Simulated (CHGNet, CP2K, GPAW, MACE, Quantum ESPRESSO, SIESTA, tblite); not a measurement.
# Codes compared on TiSi2(101) slab (72 atoms)

Aim: run TiSi2(101) slab (72 atoms) in several programs and set results and cost side by side. A plane-wave run serves as the reference.

Method: Kohn-Sham DFT, PBE, SSSP efficiency 1.3.0 pseudopotentials, plane waves, in Quantum ESPRESSO 7.5.

The database entry behind the starting cell is an old determination (1939), so it need not match the best structure at ambient conditions.

### 1. Set-up

The cell holds 72 atoms: 24 Ti and 48 Si. Cell: a = 8.236 Å, b = 9.768 Å, c = 24.411 Å, α = 90.0°, β = 90.0°, γ = 90.0°. It derives from TiSi2 (Fddd (measured, COD)). Fddd (COD entry) TiSi2 (cell 4.773, 8.236, 8.523, 90, 90, 90), (101) slab of 3 repeat layers, 1 x 1 surface cells, 14 Å of vacuum; atoms within 3.5 Å of the bottom held; every coordinate displaced by a Gaussian of 0.03 Å. Then every atom was moved at random, 0.02 Å r.m.s. a Cartesian component. Vacuum lies along c.

### 2. The reference run

Input file pw.in:

```
&control
  calculation = 'scf'
  pseudo_dir = './pseudo'
  outdir = './tmp'
  disk_io = 'none'
  tprnfor = .true.
/
&system
  ibrav = 0
  nat = 72
  ntyp = 2
  ecutwfc = 45
  ecutrho = 360
  nosym = .true.
  occupations = 'smearing'
  smearing = 'fd'
  degauss = 0.003675
/
&electrons
  conv_thr = 3.6e-07
  electron_maxstep = 100
  mixing_beta = 0.2
  mixing_mode = 'local-TF'
  diagonalization = 'david'
/
ATOMIC_SPECIES
Ti 47.867 Ti.upf
Si 28.085 Si.upf
CELL_PARAMETERS angstrom
8.23600 0.00000 0.00000
0.00000 9.76847 0.00000
0.00000 0.00000 24.41112
ATOMIC_POSITIONS crystal
Ti 0.24865 0.24789 0.28650
Ti 0.74907 0.13061 0.36988
Ti 0.25239 0.75367 0.28632
Ti 0.74654 0.63451 0.37108
Ti 0.00411 0.88141 0.37388
Ti 0.49248 0.99722 0.28757
Ti 0.00029 0.38360 0.37169
Ti 0.49635 0.50118 0.28641
Si 0.57874 0.25502 0.28656
Si 0.41698 0.13288 0.37247
Si 0.58859 0.75459 0.28686
Si 0.41946 0.63600 0.37080
[... 56 atom lines left out ...]
Si 0.16936 0.02024 0.62933
Si 0.32565 0.91113 0.71510
Si 0.15806 0.52464 0.62520
Si 0.33612 0.41229 0.71357
K_POINTS gamma
```

Launch:

```bash
$ OMP_NUM_THREADS=1 mpirun -np 4 pw.x -in pw.in > output.txt
```

Output:

```text
Program PWSCF
     gamma-point specific algorithms are used
     one sub-group per band group will be used
     scalapack distributed-memory algorithm (size of sub-group:  2*  2 procs)
     Parallelization info
     sticks:   dense  smooth     PW     G-vecs:    dense   smooth      PW
     Min        2052    1027    256               382112   135139   16904
     Max        2054    1030    258               382115   135162   16919
     Sum        8211    4117   1027              1528453   540621   67645
     bravais-lattice index     =            0
     lattice parameter (alat)  =      15.5638  a.u.
     unit-cell volume          =   13253.3965 (a.u.)^3
     number of atoms/cell      =           72
     number of atomic types    =            2
     number of electrons       =       480.00
[... lines left out ...]
     scf convergence threshold =      3.6E-07
[... lines left out ...]
     number of k points=     1  Fermi-Dirac smearing, width (Ry)=  0.0037
[... lines left out ...]
     total energy              =   -3412.61314099 Ry
[... lines left out ...]
     total energy              =   -3411.10912577 Ry
[... lines left out ...]
     total energy              =   -3411.76807481 Ry
[... lines left out ...]
     c_bands:  1 eigenvalues not converged
[... lines left out ...]
     total energy              =   -3411.77092126 Ry
[... lines left out ...]
     iteration # 27     ecut=    45.00 Ry     beta= 0.20
[...]
total energy              =   -3411.77092120 Ry
     estimated scf accuracy    <       0.00000091 Ry
     iteration # 28     ecut=    45.00 Ry     beta= 0.20
     negative rho (up, down):  1.997E-02 0.000E+00
     End of self-consistent calculation
          k = 0.0000 0.0000 0.0000 ( 33823 PWs)   bands (ev):
   -52.2809 -52.2691 -52.2562 -52.2427 -52.2397 -52.2299 -52.1888 -52.1735
   -51.8464 -51.7895 -51.7843 -51.7773 -51.7714 -51.7634 -51.7363 -51.7189
   -51.7129 -51.7102 -51.7024 -51.6971 -51.6916 -51.6838 -51.6550 -51.6227
[...]
6.1025   6.2152   6.2713   6.3643   6.3795   6.4476   6.4912   6.5199
     6.6466   6.6829   6.7437   6.7751   6.7961   6.8512   6.8688   6.8876
     the Fermi energy is     4.5452 ev
!    total energy              =   -3411.77092122 Ry
     estimated scf accuracy    <       0.00000015 Ry
     smearing contrib. (-TS)   =      -0.01980027 Ry
     internal energy E=F+TS    =   -3411.75112094 Ry
     The total energy is F=E-TS. E is the sum of the following terms:
     one-electron contribution =  -19889.57363524 Ry
     hartree contribution      =   10025.16131998 Ry
     xc contribution           =    -732.84207509 Ry
     ewald contribution        =    7185.50326940 Ry
     convergence has been achieved in  28 iterations
     negative rho (up, down):  1.997E-02 0.000E+00
     Forces acting on atoms (cartesian axes, Ry/au):
     atom    1 type  1   force =     0.00270021    0.02541017   -0.00924955
     atom    2 type  1   force =    -0.00860907    0.04152151    0.02693341
     atom    3 type  1   force =    -0.00418175   -0.00090272   -0.00281027
[...]
atom   71 type  2   force =     0.02421130    0.00113776    0.03666114
     atom   72 type  2   force =    -0.00681041    0.00026299    0.00391036
     Total force =     0.268247     Total SCF correction =     0.000347
     Message from routine punch:
     Nothing written, as per user request (disk_io='none')
```

The job ended after 5.7 min (4 MPI ranks of Arm Neoverse V2, shared host; peak memory 5.1 GiB; 23 min of CPU time).

Banners, paths, timers and routine set-up lines are dropped from the logs unmarked, and long logs keep their key lines alone; longer cuts are marked.

Numbers from this run:

- r.m.s. force component: 0.4693 eV/Å
- longest force: 2.126 eV/Å

### 3. Local order

Normalised to the volume that the atoms fill. Pair distribution functions g(r), in bins of 0.1 Å:

| r (Å) | total | Si-Si | Si-Ti | Ti-Ti |
| --- | --- | --- | --- | --- |
| 2.25 | 0.00 | 0.00 | 0.00 | 0.00 |
| 2.35 | 0.11 | 0.12 | 0.12 | 0.00 |
| 2.45 | 1.12 | 0.80 | 1.71 | 0.00 |
| 2.55 | 4.54 | 3.43 | 6.78 | 0.00 |
| 2.65 | 1.80 | 1.09 | 2.96 | 0.00 |
| 2.75 | 5.41 | 4.42 | 7.74 | 0.00 |
| 2.85 | 1.23 | 0.78 | 1.99 | 0.00 |
| 2.95 | 0.00 | 0.00 | 0.00 | 0.00 |
| 3.05 | 0.13 | 0.22 | 0.00 | 0.29 |
| 3.15 | 1.92 | 2.72 | 0.00 | 6.42 |
| 3.25 | 1.92 | 3.00 | 0.00 | 5.31 |
| 3.35 | 0.03 | 0.06 | 0.00 | 0.00 |
| 3.45 | 0.00 | 0.00 | 0.00 | 0.00 |
| 3.55 | 0.00 | 0.00 | 0.00 | 0.00 |
| 3.65 | 0.00 | 0.00 | 0.00 | 0.00 |
| 3.75 | 0.00 | 0.00 | 0.00 | 0.00 |
| 3.85 | 0.00 | 0.00 | 0.00 | 0.00 |
| 3.95 | 0.00 | 0.00 | 0.00 | 0.00 |
| 4.05 | 0.04 | 0.04 | 0.04 | 0.00 |
| 4.15 | 1.61 | 1.28 | 2.33 | 0.00 |
| 4.25 | 2.29 | 1.70 | 3.44 | 0.00 |
| 4.35 | 0.39 | 0.18 | 0.70 | 0.00 |
| 4.45 | 1.03 | 0.91 | 1.40 | 0.00 |
| 4.55 | 1.00 | 0.91 | 1.08 | 1.06 |
| 4.65 | 1.27 | 1.92 | 0.03 | 3.61 |
| 4.75 | 1.85 | 2.69 | 0.00 | 5.92 |
| 4.85 | 1.30 | 1.96 | 0.00 | 3.91 |
| 4.95 | 0.62 | 1.00 | 0.00 | 1.60 |
| 5.05 | 0.02 | 0.03 | 0.00 | 0.11 |
| 5.15 | 0.00 | 0.00 | 0.00 | 0.00 |
| 5.25 | 0.11 | 0.10 | 0.15 | 0.00 |
| 5.35 | 1.41 | 1.02 | 2.16 | 0.00 |
| 5.45 | 1.97 | 1.43 | 3.00 | 0.00 |
| 5.55 | 1.93 | 1.51 | 2.83 | 0.00 |
| 5.65 | 1.18 | 0.90 | 1.75 | 0.00 |
| 5.75 | 0.06 | 0.04 | 0.08 | 0.00 |
| 5.85 | 0.29 | 0.33 | 0.00 | 1.29 |
| 5.95 | 0.68 | 1.12 | 0.00 | 1.65 |
| 6.05 | 0.08 | 0.12 | 0.00 | 0.23 |
| 6.15 | 0.00 | 0.00 | 0.00 | 0.00 |
| 6.25 | 0.17 | 0.11 | 0.27 | 0.00 |
| 6.35 | 1.01 | 0.76 | 1.52 | 0.00 |
| 6.45 | 0.74 | 0.58 | 1.09 | 0.00 |
| 6.55 | 1.66 | 1.46 | 2.10 | 0.71 |

Bonds by pair of elements; cutoffs follow the first minimum of g(r), held within bounds set by covalent radii, and pairs that aren't listed don't count as bonded (cutoffs were set anew for this text, so counts can differ from the run's own analysis):

| pair A-B | cutoff (Å) | bonds | mean length (Å) | spread (Å) | shortest (Å) | B about A | A about B |
| --- | --- | --- | --- | --- | --- | --- | --- |
| Si-Si | 2.98 | 108 | 2.67 | 0.115 | 2.37 | 4.5 | 4.5 |
| Si-Ti | 3.23 | 216 | 2.66 | 0.116 | 2.39 | 4.5 | 9 |

How many atoms have how many bonded neighbours:

| element | mean | 7 | 10 |
| --- | --- | --- | --- |
| Si | 9 | 16 | 32 |
| Ti | 9 | 8 | 16 |

### 4. What was run beside it

The programs:
- CHGNet: machine-learned potential, published weights.
- CP2K 2026.2: Gaussian basis with GTH pseudopotentials and a plane-wave density; labels give functional, basis (MOLOPT sets; SR short-range, UZH the newer set with its own potentials), grid cutoff/relative cutoff and solver (OT: orbital transformation; TRS4, TC2, SIGN: linear-scaling purification with its sparsity filter), or its built-in tight binding.
- GPAW 26.7.0: PAW with atomic orbitals (LCAO), plane waves or a real-space grid of spacing h.
- MACE: machine-learned potential, published weights.
- SIESTA 5.4.2: numerical atomic orbitals, whose automatically made sets are far from complete, with PseudoDojo norm-conserving potentials that we converted to its format (checked against plane waves on the same files for H, C, O, Si, Ge and Ca alone); labels give functional, basis size, energy shift and mesh cutoff.

All use the same cell and atoms; the electronic-structure runs use the same k-mesh, and an electronic temperature of 580 K (0.05 eV) where levels are smeared.

Differences are against the plane-wave reference, forces as r.m.s. over components; share is that over the reference's r.m.s. force, slope the least-squares factor from reference forces to these. Total energies of different programs have different zeros and aren't compared.

| run | Δ force, r.m.s. (meV/Å) | share (%) | slope | cores | CPU time | memory (GiB) |
| --- | --- | --- | --- | --- | --- | --- |
| reference | - | - | - | 4 | 23 min | 5.1 |
| CHGNet r2SCAN potential | 364 | 77.6 | 0.280 | 1 | 3.4 s | 1.1 |
| CP2K PBE, DZVP-MOLOPT-SR, 800/50 Ry, diagonalisation | 24.9 | 5.31 | 0.998 | 4 | 14 min | 10 |
| CP2K PBE, SZV-MOLOPT-SR, 800/50 Ry, diagonalisation (coarse) | 344 | 73.4 | 1.067 | 2 | 9 min | 8.7 |
| GPAW PBE, LCAO dzp, h 0.2 Å, other mixer settings | 44.9 | 9.57 | 1.046 | 1 | 14 min | 1.9 |
| GPAW PBE, LCAO sz(dzp), h 0.2 Å (coarse) | 379 | 80.7 | 1.138 | 1 | 3.2 min | 1.6 |
| MACE MP-0b2 small potential | 216 | 45.9 | 0.746 | 1 | 6.4 s | 0.66 |
| MACE MPA-0 medium potential | 244 | 52.0 | 0.735 | 1 | 7.1 s | 0.94 |
| SIESTA PBE, DZP, shift 0.01 Ry, mesh 200 Ry | 37.6 | 8.02 | 0.995 | 2 | 4.9 min | 1.2 |
| SIESTA PBE, DZP, shift 0.01 Ry, mesh 500 Ry | 37.2 | 7.93 | 0.996 | 2 | 19 min | 3.5 |
| SIESTA PBE, SZ, shift 0.01 Ry, mesh 500 Ry (coarse) | 445 | 94.8 | 1.139 | 1 | 4.4 min | 1.6 |
| SIESTA PBE, TZP, shift 0.01 Ry, mesh 500 Ry | 40.7 | 8.68 | 0.984 | 2 | 25 min | 4.0 |
| SIESTA PBEsol, DZP, shift 0.01 Ry, mesh 500 Ry | 66.3 | 14.1 | 0.964 | 2 | 18 min | 3.4 |

Rows marked coarse were listed beforehand as settings not expected to be converged; some can still land near the reference.

Times of the machine-learned potentials are mostly Python's start and the loading of weights.

CPU time is summed over cores on a shared host, where runs went side by side, so it is rough. Symmetry, cutoffs, thresholds, outputs and thread counts weren't matched or tuned between programs; memory under MPI is the largest rank's times the ranks.

Runs without a result: tblite GFN1-xTB (not converged); GPAW PBE, LCAO dzp, h 0.2 Å (cut off at its time limit of 9.8 min).

Mean charges by element (e), by run and scheme:

| run | scheme | Ti | Si |
| --- | --- | --- | --- |
| CP2K PBE, DZVP-MOLOPT-SR, 800/50 Ry, diagonalisation | Mulliken | +0.03 | -0.01 |
| CP2K PBE, DZVP-MOLOPT-SR, 800/50 Ry, diagonalisation | Hirshfeld | +0.02 | -0.01 |
| SIESTA PBE, DZP, shift 0.01 Ry, mesh 200 Ry | Hirshfeld | +0.06 | -0.03 |
| SIESTA PBE, DZP, shift 0.01 Ry, mesh 500 Ry | Hirshfeld | +0.06 | -0.03 |
| SIESTA PBE, TZP, shift 0.01 Ry, mesh 500 Ry | Hirshfeld | +0.06 | -0.03 |
| SIESTA PBEsol, DZP, shift 0.01 Ry, mesh 500 Ry | Hirshfeld | +0.06 | -0.03 |

Within one program, basis, potentials and functional, energies share a zero. Each run against its twin at the usual cutoff or grid and solver:

| run | twin | Δ energy (meV/atom) | Δ force, r.m.s. (meV/Å) | CPU time over the twin's |
| --- | --- | --- | --- | --- |
| SIESTA PBE, DZP, shift 0.01 Ry, mesh 200 Ry | DZP, shift 0.01 Ry, mesh 500 Ry | -0.168 | 3.84 | 0.26 |

A second geometry, displaced anew (every atom was moved at random, 0.06 Å r.m.s. a Cartesian component), gives an energy difference that all programs can be tested on. The reference puts it at 33.88 meV/atom.

| run | energy less the first geometry's (meV/atom) | error (meV/atom) | force share at the second geometry (%) |
| --- | --- | --- | --- |
| MACE MPA-0 medium potential | 27.49 | -6.40 | 35.2 |
| CP2K PBE, DZVP-MOLOPT-SR, 800/50 Ry, diagonalisation | 33.82 | -0.0693 | 3.17 |
| MACE MP-0b2 small potential | 28.80 | -5.08 | 32.6 |
| SIESTA PBE, DZP, shift 0.01 Ry, mesh 500 Ry | 34.77 | 0.880 | 5.56 |
| CHGNet r2SCAN potential | 11.82 | -22.1 | 67.2 |
| CP2K PBE, SZV-MOLOPT-SR, 800/50 Ry, diagonalisation | 38.98 | 5.10 | 48.1 |
| SIESTA PBEsol, DZP, shift 0.01 Ry, mesh 500 Ry | 34.53 | 0.646 | 9.24 |
| SIESTA PBE, TZP, shift 0.01 Ry, mesh 500 Ry | 34.48 | 0.6 | 6.02 |
| GPAW PBE, LCAO sz(dzp), h 0.2 Å | 41.54 | 7.66 | 53.6 |
| GPAW PBE, LCAO dzp, h 0.2 Å, other mixer settings | 35.44 | 1.56 | 7.03 |
| SIESTA PBE, DZP, shift 0.01 Ry, mesh 200 Ry | 34.77 | 0.883 | 5.60 |

### 5. Summary of results

| Item | Value |
| --- | --- |
| reference r.m.s. force component | 0.469 eV/Å |
| nearest in forces | CP2K PBE, DZVP-MOLOPT-SR, 800/50 Ry, diagonalisation, 5.3 % |
| farthest in forces | SIESTA PBE, SZ, shift 0.01 Ry, mesh 500 Ry (coarse), 95 % |
| cheapest electronic-structure run beside the reference | GPAW PBE, LCAO sz(dzp), h 0.2 Å, 3.2 min of CPU time |

The PBE runs in local orbitals, coarse settings apart, differ by 5.3 % (CP2K PBE, DZVP-MOLOPT-SR, 800/50 Ry, diagonalisation) to 9.6 % (GPAW PBE, LCAO dzp, h 0.2 Å, other mixer settings); basis, grid and potentials can all enter. Machine-learned potentials differ by 46 % (MACE MP-0b2 small potential) to 78 % (CHGNet r2SCAN potential); they were trained on other programs' data, some at another functional. Among those trained on PBE data the slope goes as low as 0.73, with a correlation of 0.85, so directions differ as well as sizes. Rows with another functional or a dispersion term differ by 14 % (SIESTA PBEsol, DZP, shift 0.01 Ry, mesh 500 Ry), which mixes the change of model with differences of basis and potentials. Runs with settings chosen to be coarse differ by 73 % (CP2K PBE, SZV-MOLOPT-SR, 800/50 Ry, diagonalisation) to 95 % (SIESTA PBE, SZ, shift 0.01 Ry, mesh 500 Ry), their programs' other errors included. Of the electronic-structure runs that take under half the reference's CPU time, SIESTA PBE, DZP, shift 0.01 Ry, mesh 200 Ry comes nearest, at 8.0 % in 4.9 min against 23 min. Charges hang on scheme and program or settings: among these rows the mean for Ti runs from +0.02 to +0.06 e. The energy difference between the two geometries, 33.9 meV/atom in the reference, is met best by CP2K PBE, DZVP-MOLOPT-SR, 800/50 Ry, diagonalisation (-0.0693) and worst by CHGNet r2SCAN potential (-22.1). In the reference: levels near the Fermi energy are neither full nor empty under the smearing, so no gap is quoted. In the reference: By these cutoffs 67 % of Si atoms have 10 and 67 % of Ti atoms have 10 bonded neighbours. Machine-learned potentials mimic data converged in k, so the reference's own k-point error enters their differences. The electronic-structure runs sample only Γ, in a cell whose shortest periodic width is 8 Å, which is coarse for a cell with partly filled levels.

[Also dropped from logs without a mark: logging warnings of Python, and SIESTA's first energy breakdown and zero terms.]

[Logs are printed without paths, hosts, clocks, repeated set-up lines and the standing remarks that a program may print on its own settings, such as how far it seeks lower states.]

[Hosts, paths, dates, database ids (printed as entryN), source tags and the programs' standing remarks are cut or masked in the printed files.]
